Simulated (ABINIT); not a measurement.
An input for ABINIT 10.8.3 (Bi2SO2 (Pnnm)):

```
acell 3*1.0 Angstrom
rprim 
  3.877295950000 0.000000000000 0.000000000000
  0.000000000000 11.963688440000 0.000000000000
  0.000000000000 0.000000000000 3.842602890000
ntypat 3
znucl 83 16 8
natom 10
typat 1 1 1 1 2 2 3 3 3 3
xred 
  0.419337400000 0.856120830000 0.500000000000
  0.580662600000 0.143879170000 0.500000000000
  0.919337400000 0.643879170000 0.000000000000
  0.080662600000 0.356120830000 0.000000000000
  0.000000000000 0.000000000000 0.000000000000
  0.500000000000 0.500000000000 0.500000000000
  0.440997250000 0.749108530000 0.000000000000
  0.559002750000 0.250891470000 0.000000000000
  0.940997250000 0.750891470000 0.500000000000
  0.059002750000 0.249108530000 0.500000000000
pp_dirpath "pseudos"
pseudos "Bi.upf, S.upf, O.upf"
ecut 42
ngkpt 4 1 4
nshiftk 1
shiftk 0 0 0
kptopt 1
chksymbreak 0
istwfk *1
occopt 1
irdwfk 1
optdriver 4
nband 160
gwcalctyp 10
ecutsigx 42
symsigma 1
nkptgw 9
kptgw 
  0.0000000000 0.0000000000 0.0000000000
  0.2500000000 0.0000000000 0.0000000000
  0.5000000000 0.0000000000 0.0000000000
  0.0000000000 0.0000000000 0.2500000000
  0.2500000000 0.0000000000 0.2500000000
  0.5000000000 0.0000000000 0.2500000000
  0.0000000000 0.0000000000 0.5000000000
  0.2500000000 0.0000000000 0.5000000000
  0.5000000000 0.0000000000 0.5000000000
bdgw 
  41 76
  41 76
  41 76
  41 76
  41 76
  41 76
  41 76
  41 76
  41 76
ecuteps 3.3
irdscr 1
ppmodel 1
indata_prefix "in"
outdata_prefix "out"
tmpdata_prefix "tmp"
```

```sh
OMP_NUM_THREADS=1 mpirun -n 4 abinit run.abi > log
```

Q: How long will it take on 4 MPI ranks of Arm Neoverse V1, shared host, and how much memory?

It took 20 min; on shared hardware allow 9.9 min to 40 min. Peak host memory was 11 GiB.

[Paths, hosts, dates, memory and timing lines, banners, echoed tables and standing remarks are left out of the program output.]

[Logs are printed without paths, hosts, clocks, repeated set-up lines and the standing remarks that a program may print on its own settings, such as how far it seeks lower states.]

[Runs of the session that timed out or met a known fault of the program may be left out.]

[Hosts, paths, dates, database ids (printed as entryN), source tags and the programs' standing remarks are cut or masked in the printed files.]

[G0W0 gaps are taken among the corrected bands and points alone; a level outside them can change the order at an edge.]

[Where Ansatz stands beside ABINIT at settings called matched, ABINIT's density can come from a denser mesh and the files from another edition; pairs whose starting gaps differed by over 0.03 eV were left out, so agreement reads better than it is.]
